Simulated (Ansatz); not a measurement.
## BaPbS3 (model cell, started as cubic perovskite with Pb in the octahedra): a soft mode frozen in

Aim: this structure of BaPbS3 (model cell, started as cubic perovskite with Pb in the octahedra) is to be tested for unstable modes, and one is followed downhill.

Main program and level: Ansatz 0.2.0; DFT PBEsol, scalar-relativistic, plane waves, PAW; PAW set soft_1.

The structure was built from a prototype and need not be the compound's stable phase.

## Step 1: Starting point

The structure is cubic, space group Pm-3m (No. 221). The conventional cell has a = 5.156 Å, b = 5.156 Å, c = 5.156 Å, α = 90.00°, β = 90.00°, γ = 90.00°. Nearest to Ba lie 12 S at 3.65 Å. Nearest to Pb lie 6 S at 2.58 Å. Nearest to S lie 2 Pb at 2.58 Å and 4 Ba at 3.65 Å. Farther neighbours and most contacts between anions are not listed.

Coordinates:

```cif
data_structure
_symmetry_space_group_name_H-M 'Pm-3m'
_symmetry_Int_Tables_number 221
_cell_length_a 5.1560
_cell_length_b 5.1560
_cell_length_c 5.1560
_cell_angle_alpha 90.000
_cell_angle_beta 90.000
_cell_angle_gamma 90.000
_cell_volume 137.07
loop_
_atom_site_label
_atom_site_type_symbol
_atom_site_symmetry_multiplicity
_atom_site_Wyckoff_symbol
_atom_site_fract_x
_atom_site_fract_y
_atom_site_fract_z
_atom_site_occupancy
Ba1 Ba 1 a 0.00000 0.00000 0.00000 1
Pb1 Pb 1 b 0.50000 0.50000 0.50000 1
S1 S 3 c 0.50000 0.50000 0.00000 1
```

## Step 2: The dispersion

The cell comes from relaxations at this level that are not shown. Stability and thermal properties need the whole zone. Linear response on a 2×2×2 q mesh gives force constants as far as a supercell of that size would.

File input.yaml:

```yaml
crystal:
  lattice:
    - [5.1559839981, 0.0, 0.0]
    - [0.0, 5.1559839981, 0.0]
    - [0.0, 0.0, 5.1559839981]
  atoms:
    - { symbol: Ba, position: [0.0, 0.0, 0.0] }
    - { symbol: Pb, position: [0.5, 0.5, 0.5] }
    - { symbol: S, position: [0.5, 0.5, 0.0] }
    - { symbol: S, position: [0.5, 0.0, 0.5] }
    - { symbol: S, position: [0.0, 0.5, 0.5] }
kpoints:
  mp_grid: { grid: [8, 8, 8] }
hamiltonian:
  xc: pbesol
  pseudopotentials: { kind: paw, azcp: { folder: soft_1 }, xc_functional: pbe }
scf:
  occupations: { method: methfessel_paxton, width: 0.2 }
output:
  eigenvalues: true
phonons:
  method: dfpt
  qmesh: [2, 2, 2]
  temperatures: { t_max: 1000, t_step: 50 }
  qpath:
    path:
      - [[0.0, 0.0, 0.0], [0.0, 0.5, 0.0], [0.5, 0.5, 0.0], [0.0, 0.0, 0.0], [0.5, 0.5, 0.5], [0.0, 0.5, 0.0]]
      - [[0.5, 0.5, 0.5], [0.5, 0.5, 0.0]]
    npoints: 10
```

Started as:

```
$ ansatz run input.yaml --threads 4 --pin off --max-ram 16384MiB --backend cpu --events-out ev --progress --plain --runs-dir out
```

Numbers of over 12 decimals in the logs are rounded to 6 here.

Log:

```text
Engine: ansatz 0.2.0, aarch64-unknown-linux-gnu
Pseudopotentials: kind: paw
Pseudopotential: Ba, paw, valence charge 10, recommended cutoff 420 eV (normal), soft_1/Ba.paw.azcp
Pseudopotential: Pb, paw, valence charge 14, recommended cutoff 420 eV (normal), soft_1/Pb.paw.azcp
Pseudopotential: S, paw, valence charge 6, recommended cutoff 420 eV (normal), soft_1/S.paw.azcp
Functional definition: PBEsol
  exchange = pbesol_x
  correlation = pbesol_c
Crystal: 5 atoms, lattice volume = 137.068 Å³
Basis set: ecut = 420 eV, 2721 PW (Γ), exchange–correlation on 72×72×72 points (8 copies of the dense FFT grid, shifted against one another)
Bands: 26, of which v1, the nominal top of the filled ones, is band 21 counted from 1 (20 counted from 0)
Symmetry: 48 space group operations
k-points: 35 of 512
Non-local potential: Ba, projectors of the file, l = 0: 3, l = 1: 2, l = 2: 2, l = 3: 2
Non-local potential: Pb, projectors of the file, l = 0: 2, l = 1: 2, l = 2: 2, l = 3: 1
Non-local potential: S, projectors of the file, l = 0: 2, l = 1: 2, l = 2: 1
PAW form: soft (Blöchl's): semilocal exchange-correlation on the pseudo side does not see the compensation charge
PAW frozen core: Ba, regenerated for the run's functional, and the local potential with it (the file was generated under x = pbe(κ = 0.804, μ = 0.219515), c = pbe(β = 0.066725))
PAW frozen core: Pb, regenerated for the run's functional, and the local potential with it (the file was generated under x = pbe(κ = 0.804, μ = 0.219515), c = pbe(β = 0.066725))
PAW frozen core: S, regenerated for the run's functional, and the local potential with it (the file was generated under x = pbe(κ = 0.804, μ = 0.219515), c = pbe(β = 0.066725))
PAW one-centre angular grid: Ba, 194 points (default); XC on 64 Gauss nodes
PAW one-centre angular grid: Pb, 590 points (default); XC on 64 Gauss nodes
PAW one-centre angular grid: S, 110 points (default); XC on 64 Gauss nodes
Initial density: superposition of atomic densities (chi_scale 0.1, normalization cell, long waves kept (reshape's long-wave potential 0.00 eV rms))
Initial wavefunctions: pseudopotential atomic-orbital guess
Functional: x = pbesol(κ = 0.804, μ = 0.123457), c = pbesol(β = 0.046)
SCF iter   1: F=—  HF=-20280.338826 eV  |F-HF|=—  |Δ(HF+E_count)|=         —  Δρ=3.34e-2  dr2=4.99e0  ethr=3.10e-3  ⟨swp⟩=11.6  Hψ=5984  notcnv=0
preconditioner: auto → Kerker (q_TF=auto, 2.240 Å⁻¹)  [metal: Δε(μ)=0.065 eV  Ē_g=11.184 eV  σ=0.200 eV  W_gap=0.27  n_scr=26 (ndim 8)  ℏωp=20.1 eV  f_vac=0.000  D(μ)=2.60/eV (n_scr^D=18)]
SCF iter   2: F=—  HF=-20279.256190 eV  |F-HF|=—  |Δ(HF+E_count)|=    1.08e0  S|Δr|=    0.00e0  Δρ=2.07e-2  dr2=2.21e0  ethr=3.10e-3  ⟨swp⟩=3.2  Hψ=2069  notcnv=0  defer=25
SCF iter   3: F=—  HF=-20278.463585 eV  |F-HF|=—  |Δ(HF+E_count)|=   7.93e-1  S|Δr|=    0.00e0  Δρ=5.75e-3  dr2=2.03e-1  ethr=3.10e-3  ⟨swp⟩=4.7  Hψ=2154  notcnv=0  defer=26
SCF iter   4: F=—  HF=-20278.391930 eV  |F-HF|=—  |Δ(HF+E_count)|=   7.17e-2  S|Δr|=    0.00e0  Δρ=2.57e-3  dr2=1.84e-2  ethr=4.84e-4  ⟨swp⟩=5.0  Hψ=2135  notcnv=0  defer=20
SCF iter   5: F=—  HF=-20278.388320 eV  |F-HF|=—  |Δ(HF+E_count)|=   3.61e-3  S|Δr|=    0.00e0  Δρ=6.80e-4  dr2=1.13e-3  ethr=4.38e-5  ⟨swp⟩=2.4  Hψ=1436  notcnv=0  defer=17
SCF iter   6: F=—  HF=-20278.388389 eV  |F-HF|=—  |Δ(HF+E_count)|=   6.88e-5  S|Δr|=    0.00e0  Δρ=1.49e-4  dr2=4.60e-5  ethr=2.69e-6  ⟨swp⟩=2.2  Hψ=1421  notcnv=0  defer=17
SCF iter   7: F=—  HF=-20278.388422 eV  |F-HF|=—  |Δ(HF+E_count)|=   3.34e-5  S|Δr|=    0.00e0  Δρ=3.26e-5  dr2=1.43e-6  ethr=1.09e-7  ⟨swp⟩=2.1  Hψ=1476  notcnv=0  defer=17
SCF iter   8: F=—  HF=-20278.388425 eV  |F-HF|=—  |Δ(HF+E_count)|=   3.03e-6  S|Δr|=    0.00e0  Δρ=8.70e-6  dr2=1.58e-7  ethr=3.41e-9  ⟨swp⟩=2.2  Hψ=1578  notcnv=0  defer=18
SCF iter   9: F=—  HF=-20278.388425 eV  |F-HF|=—  |Δ(HF+E_count)|=   1.93e-7  S|Δr|=    0.00e0  Δρ=3.18e-6  dr2=1.86e-8  ethr=3.77e-10  ⟨swp⟩=2.0  Hψ=1543  notcnv=0  defer=18
SCF iter  10: F=—  HF=-20278.388425 eV  |F-HF|=—  |Δ(HF+E_count)|=   8.28e-9  S|Δr|=    0.00e0  Δρ=1.46e-6  dr2=2.71e-9  ethr=4.43e-11  ⟨swp⟩=2.1  Hψ=1523  notcnv=0  defer=18
SCF iter  11: F=—  HF=-20278.388425 eV  |F-HF|=—  |Δ(HF+E_count)|=  2.98e-10  S|Δr|=    0.00e0  Δρ=3.18e-7  dr2=1.57e-10  ethr=6.45e-12  ⟨swp⟩=2.0  Hψ=1552  notcnv=0  defer=18
SCF iter  12: F=-20278.388425 eV  HF=-20278.388425 eV  |F-HF|=1.09e-11  |Δ(HF+E_count)|=  5.09e-11  S|Δr|=    0.00e0  Δρ=4.40e-8  dr2=2.64e-12  ethr=1.00e-12  ⟨swp⟩=14.3  Hψ=7795  notcnv=0
the search or the solves at the SCF's close seem to have found levels that the self-consistency loop had missed (the run counts 1). By its estimate they hold under 1e-12 electrons; where the run keeps them, the occupations were computed again with them
SCF 1 converged in 12 iterations: F = -20278.388425 eV  dr2 = 2.64e-12
  greatest PAW one-centre occupation: 0.980 electrons in one spin orbital (limit 2), on the Pb atom at site 1 (counted from 0), in its partial waves of l = 2
Initial density: read from a saved state, or passed on in memory by an earlier SCF of this step, an earlier step, the calling program or the single point that the run made first
iter 1 solved again at ethr=3.14e-7 eV; its pass at ethr=3.10e-3 eV (dr2=1.32e-4 eV) is discarded
SCF iter   1: F=—  HF=-20278.388427 eV  |F-HF|=—  |Δ(HF+E_count)|=         —  Δρ=1.42e-6  dr2=2.10e-9  ethr=3.14e-7  ⟨swp⟩=4.2  Hψ=8127  notcnv=0
eigensolver tolerance schedule: the retry pair's looser diagonalisation over-reported the residual by 62671.20 of it (diagonalisation noise at an unbounded share of the residual, at the tolerance the schedule requests for it); recorded, not acted on — ethr = c·dr2/N_el stays at c = 1.0e-1
preconditioner: auto → Kerker (q_TF=auto, 2.240 Å⁻¹)  [metal: Δε(μ)=0.021 eV  Ē_g=12.503 eV  σ=0.200 eV  W_gap=0.09  n_scr=26 (ndim 8)  ℏωp=20.1 eV  f_vac=0.000  D(μ)=3.11/eV (n_scr^D=18)]
SCF iter   2: F=—  HF=-20278.388425 eV  |F-HF|=—  |Δ(HF+E_count)|=   1.83e-6  S|Δr|=    0.00e0  Δρ=6.87e-7  dr2=4.54e-10  ethr=5.01e-12  ⟨swp⟩=4.7  Hψ=2817  notcnv=0
SCF iter   3: F=—  HF=-20278.388425 eV  |F-HF|=—  |Δ(HF+E_count)|=  1.13e-10  S|Δr|=    0.00e0  Δρ=4.66e-7  dr2=2.07e-10  ethr=1.08e-12  ⟨swp⟩=1.2  Hψ=917  notcnv=0
SCF iter   4: F=—  HF=-20278.388425 eV  |F-HF|=—  |Δ(HF+E_count)|=  6.18e-11  S|Δr|=    0.00e0  Δρ=2.27e-7  dr2=5.03e-11  ethr=1.00e-12  ⟨swp⟩=1.0  Hψ=910  notcnv=0
SCF iter   5: F=—  HF=-20278.388425 eV  |F-HF|=—  |Δ(HF+E_count)|=  1.46e-11  S|Δr|=    0.00e0  Δρ=1.08e-7  dr2=1.18e-11  ethr=1.00e-12  ⟨swp⟩=1.0  Hψ=910  notcnv=0
SCF iter   6: F=-20278.388425 eV  HF=-20278.388425 eV  |F-HF|=0.00e0  |Δ(HF+E_count)|=    0.00e0  S|Δr|=    0.00e0  Δρ=7.15e-8  dr2=5.22e-12  ethr=1.00e-12  ⟨swp⟩=4.7  Hψ=2752  notcnv=0
SCF 2 converged in 6 iterations: F = -20278.388425 eV  dr2 = 5.22e-12
phonons: the bands overlap, so this run is a metal and interpolates without the dipole-dipole term. If the crystal is really an insulator or semiconductor, its LO-TO splitting is missing
NSCF: frozen V_eff on 35 k-points
WARN: eigensolver did not converge in 2 slots of this pass, the one above among them; of largest residual over every band (k=12): 1 band(s) unlocked (lowest unlocked band 25, counted from 0; max residual 7.46e-3 eV among the unlocked bands, 7.46e-3 eV over every band); of lowest unlocked band (k=12): band 25
NSCF: frozen V_eff on 125 k-points
DFPT response loops at q = (0, 0, 0) (fractional): preconditioner auto → Kerker (q_TF=auto, 2.240 Å⁻¹) (partly filled bands, converged f_vac=0.000); β = 1.00, the filter's whole step (`scf.mixing.beta` (0.50) is not read by the response loops under this deck's `scf.mixing.preconditioner`; to damp them name `kerker` or `kerker_dos`, under which they read `scf.mixing.beta`, and type it under 1.00, their step now; both keys bind the ground state too); Broyden in place of MSR1
NSCF: frozen V_eff on 250 k-points
DFPT response loops at q = (0, 0, -0.5) (fractional): mixed as the last ones told, above
NSCF: frozen V_eff on 250 k-points
DFPT response loops at q = (0, -0.5, -0.5) (fractional): mixed as the last ones told, above
NSCF: frozen V_eff on 250 k-points
DFPT response loops at q = (-0.5, -0.5, -0.5) (fractional): mixed as the last ones told, above
SCF converged after 12 iterations
Stability not checked: this state was not tested for a lower state beside it, because cold or Methfessel-Paxton smearing, or corrected tetrahedra, fill the levels in a way that the test cannot read (fill_not_monotonic; see scf.lower_state_search)
Free energy (F): -20278.388425 eV
Harris-Foulkes:  -20278.388425 eV  (|F-HF|=1.09e-11)
Internal energy: -20278.384702 eV  (E = F + TS)
E sigma→0 (E₀):  -20278.387495 eV
Entropy (-TS):   -0.003723 eV (-0.745 meV/atom)
Fermi energy:    6.564651 eV
--- Per-component energies (eV) ---
  E_band       = -126.272682
  E_kinetic    = 768.260257
  E_local      = -2074.851323  (includes V_loc(G=0)·N_el)
  E_nonlocal   = 508.979245
  E_hartree    = 766.807276
  E_xc         = -661.662916
  E_vxc        = -510.376702  (∫ρ·V_xc dr)
  E_paw        = -17136.061752  (= ΣΔE_a)
  E_vpaw       = -351.898741  (= ΣTr[D̂ρ^β])
  E_aug_tail   = -0.000010  (compensation charges beyond the density's cutoff)
  E_ewald      = -2450.254934
  E_core_change = 0.399456  (= ΣΔE_core)
  E_smearing   = -0.003723  (= −TS)
  E_closure    = -0.000000  (closes the sum)
  Σ components = -20278.388425   (vs F -20278.388425, Δ=0.00e0)
--- Band table (eV; the first three rows and the last of 35) ---
  k-point 0: bands = [... 17 lower, 5.7340, 5.7340, 6.0499, 6.0499, 6.0499, 9.6765, 9.6765, 10.0654, ... 1 higher]
  k-point 1: bands = [... 17 lower, 5.6768, 5.6768, 5.9938, 6.0001, 6.0001, 9.8203, 9.9108, 10.3507, ... 1 higher]
  k-point 2: bands = [... 17 lower, 5.5523, 5.5523, 5.8787, 5.8787, 6.1658, 10.2201, 10.4869, 10.6330, ... 1 higher]
  k-point 34: bands = [... 17 lower, 6.2989, 6.8070, 6.8070, 6.8070, 9.5695, 9.5695, 9.5695, 10.7287, ... 1 higher]
--- Phonons (Γ-DFPT): 4 representative perturbations + reference (Σ response iterations 12) ---
  ASR residual: 4.610e-5 → 0.000e0 eV/Å²; symmetrization residual: 1.196e-5 eV/Å²
  ASR residual per site (eV/Å²): 4.61e-5 2.66e-5 5.21e-6 5.21e-6 5.21e-6
  Γ frequencies (cm⁻¹): -69.29 -69.29 -69.29 -54.14 -54.14 -54.14 0.00 0.00 0.00 34.81 34.81 34.81 317.12 317.12 317.12
--- Phonons (arbitrary-q DFPT): 4 irreducible q on the 2×2×2 mesh ---
  q = [0.0000, 0.0000, 0.0000] (star 1, of the zone-centre solve; hermiticity 2.25e-6, symmetrization 1.08e-12): -69.29 -69.29 -69.29 -54.14 -54.14 -54.14 -0.00 -0.00 0.00 34.81 34.81 34.81 317.12 317.12 317.12
  q = [0.0000, 0.0000, -0.5000] (star 3, 9 solved perturbations in 975 linear systems a pass and spin channel, the states on 125 of 512 k-point pairs; hermiticity 2.41e-6, symmetrization 3.68e-8): -52.10 -52.10 -43.26 -42.23 -42.23 25.22 25.22 30.19 35.80 35.80 52.73 125.68 273.49 321.03 321.03
  q = [0.0000, -0.5000, -0.5000] (star 3, 9 solved perturbations in 975 linear systems a pass and spin channel, the states on 125 of 512 k-point pairs; hermiticity 1.14e-6, symmetrization 8.68e-9): -94.59 -69.71 -69.71 -16.40 -16.40 -5.82 45.46 54.38 54.38 82.28 126.76 126.76 274.43 291.20 324.86
  q = [-0.5000, -0.5000, -0.5000] (star 1, 4 solved perturbations in 350 linear systems a pass and spin channel, the states on 125 of 512 k-point pairs; hermiticity 7.95e-8, symmetrization 5.65e-9): -103.44 -103.44 -103.44 -54.98 -54.98 -54.98 77.35 77.35 77.35 126.80 126.80 126.80 273.68 273.68 323.41
  sum rule: each row above includes the acoustic sum rule's correction from the zone centre's row sums; it moved no ω² by more than (0.30 cm⁻¹)²
  mesh force constants: q→R imaginary residual 3.76e-18; ASR residual 4.610e-5 → 0.000e0 eV/Å²; symmetrization residual 1.243e-14 eV/Å²
  interpolated dispersion: 62 rows × 15 modes
  density of states and harmonic sums: on the 12×12×12 q-mesh, interpolated from the force constants of a 2×2×2 supercell (no non-analytic term)
  largest difference from the sums on the solved wave vectors: F 9.38e-2 eV, S 1.35e-4 and C_V 4.10e-5 eV/K
  zero-point energy: 0.082832 eV/cell   skipped modes (ω ≤ 0): 472, of them read as no rigid motion or as one in doubt: 469 (5.523e0 modes/cell left out, lowest -103.44 cm⁻¹)   left out of the sums: 3.68e-1 of the cell's modes: C_V's classical limit lies that fraction below 3 k_B per atom; for a crystal, a wire or a layer, F and S can be off by more, and a phonons.interpolated_qmesh denser along its periods is the remedy for the sampling
```

Elapsed: 3.7 min, on 4 threads of Arm Neoverse V2, shared host; peak memory 1.4 GiB.

In the SCF lines HF is the Harris–Foulkes energy and dr2 the Hartree energy of the density residual, in eV; the loop may stop once dr2 is under the threshold and the program's other checks hold. Hψ counts applications of the Hamiltonian.

Numbers from this step:

```yaml
volume_per_atom: 27.41 Å³
gap_on_the_k_mesh: 0 eV
sum_rule_residual_before_enforcement: 4.61e-5 eV/Å²
lowest_frequency_on_the_path: -103.4 cm⁻¹
point_group: m-3m
highest_frequency_on_the_path_or_at_a_solved_wavevector: 324.9 cm⁻¹
highest_optical_mode_at_the_zone_centre_no_lo_to_term: 317.1 cm⁻¹
lowest_optical_zone_centre_mode: -69.29 cm⁻¹
lowest_mode_on_the_q_mesh_acoustic_modes_at_gamma_apart: -103.4 cm⁻¹
```

Frequencies (cm⁻¹) solved at each irreducible wavevector; negative means imaginary. Frequencies by wavevector, by row:

```tsv
q in reciprocal lattice units	star	mode 1	mode 2	mode 3	mode 4	mode 13	mode 14	mode 15
0 0 0	1	-69.3	-69.3	-69.3	-54.1	317.1	317.1	317.1
0 0 -0.5	3	-52.1	-52.1	-43.3	-42.2	273.5	321	321
0 -0.5 -0.5	3	-94.6	-69.7	-69.7	-16.4	274.4	291.2	324.9
-0.5 -0.5 -0.5	1	-103.4	-103.4	-103.4	-55	273.7	273.7	323.4
```

Interpolated from a 2×2×2 q mesh. The phonon branches at the labelled points (cm⁻¹):

```tsv
point	branch 1	branch 2	branch 3	branch 4	branch 12	branch 13	branch 14	branch 15
Γ	-69	-69	-69	-54	35	317	317	317
halfway	-62	-62	-49	-48	85	298	319	319
X	-52	-52	-43	-42	126	274	321	321
halfway	-82	-60	-56	-42	126	277	305	323
M	-95	-70	-70	-16	127	274	291	325
halfway	-75	-59	-54	-50	88	297	304	321
Γ	-69	-69	-69	-54	35	317	317	317
halfway	-77	-74	-74	-43	92	298	298	315
R	-103	-103	-103	-55	127	274	274	323
halfway	-87	-81	-75	-49	126	278	299	318
X	-52	-52	-43	-42	126	274	321	321
jump to R	-103	-103	-103	-55	127	274	274	323
halfway	-99	-88	-88	-49	127	274	288	321
M	-95	-70	-70	-16	127	274	291	325
```

Symmetry leaves 4 wavevectors to solve. The lowest mode among them, the acoustic zeros apart, lies at q = (-0.5, -0.5, -0.5) and is imaginary, 103.4i cm⁻¹, so the energy falls along it.

## Step 3: The mode frozen in, largest atomic shift 0 Å

The mode followed lies at q = (-0.5, -0.5, -0.5) with frequency 103.4i cm⁻¹ and is 3-fold degenerate, the softest among the wavevectors solved. At small amplitude the distorted cell has space group no. 140 by a symmetry search on the positions. The undistorted cell that holds it gives the zero of energy on the same k mesh.

System of this step: BaPbS3 (model cell, started as cubic perovskite with Pb in the octahedra). Symmetry: Pm-3m, No. 221, cubic system. The conventional cell has a = 5.156 Å, b = 5.156 Å, c = 5.156 Å, α = 90.00°, β = 90.00°, γ = 90.00°. Nearest to Ba lie 12 S at 3.65 Å. Pb has 6 S at 2.58 Å nearest. S has 2 Pb at 2.58 Å and 4 Ba at 3.65 Å nearest. Farther neighbours and most contacts between anions are not listed.

input.yaml, the sections that differ from step 2:

```yaml
crystal:
  lattice:
    - [5.1559839981, 5.1559839981, 0.0]
    - [5.1559839981, 0.0, 5.1559839981]
    - [5.1559839981, 0.0, -5.1559839981]
  atoms:
    - { symbol: Ba, position: [0.0, 0.5, 0.5] }
    - { symbol: Ba, position: [0.0, 0.0, 0.0] }
    - { symbol: Pb, position: [0.5, 0.25, 0.75] }
    - { symbol: Pb, position: [0.5, 0.75, 0.25] }
    - { symbol: S, position: [0.5, 0.5, 0.5] }
    - { symbol: S, position: [0.5, 0.0, 0.0] }
    - { symbol: S, position: [0.0, 0.0, 0.5] }
    - { symbol: S, position: [0.0, 0.5, 0.0] }
    - { symbol: S, position: [0.5, 0.5, 0.0] }
    - { symbol: S, position: [0.5, 0.0, 0.5] }
output:
  forces: true
  stress: true
  eigenvalues: true
# kpoints, hamiltonian, scf: as in step 2
# phonons: removed
```

Log:

```text
[...]
Crystal: 10 atoms, lattice volume = 274.135 Å³
Basis set: ecut = 420 eV, 5329 PW (Γ), exchange–correlation on 100×100×100 points (8 copies of the dense FFT grid, shifted against one another)
Bands: 52, of which v1, the nominal top of the filled ones, is band 42 counted from 1 (41 counted from 0)
Symmetry: 96 space group operations
[...]
k-points: 29 of 512
[...]
k-point 0: bands = [... 38 lower, 6.2886, 6.2886, 6.8163, 6.8163, 6.8163, 9.5557, 9.5557, 9.5557, ... 6 higher]
  k-point 1: bands = [... 38 lower, 6.0525, 6.0525, 6.7013, 6.7013, 6.7651, 9.1557, 9.8195, 9.8195, ... 6 higher]
  k-point 2: bands = [... 38 lower, 6.0713, 6.0713, 6.5257, 6.5257, 6.6254, 8.2927, 10.1070, 10.1070, ... 6 higher]
  k-point 28: bands = [... 38 lower, 5.8061, 5.8061, 6.2198, 6.2198, 8.1384, 8.1384, 10.7432, 10.7432, ... 6 higher]
[key lines of the parts left out:]
SCF converged after 9 iterations
Free energy (F): -40556.756788 eV
Fermi energy:    6.589332 eV
P = ⅓ Tr σ = -0.1135 GPa (-1.135 kbar)
```

Wall time 7.6 s (4 threads); peak memory 0.85 GiB.

This step gave:

```
pressure                         : -0.1135 GPa
energy from the undistorted cell : 0 meV/atom
```

The run ends at a pressure of -0.11 GPa.

(Continued in part 2 of 3.)

[Logs are printed without paths, hosts, clocks, repeated set-up lines and the standing remarks that a program may print on its own settings, such as how far it seeks lower states.]

[Hosts, paths, dates, database ids (printed as entryN), source tags and the programs' standing remarks are cut or masked in the printed files.]
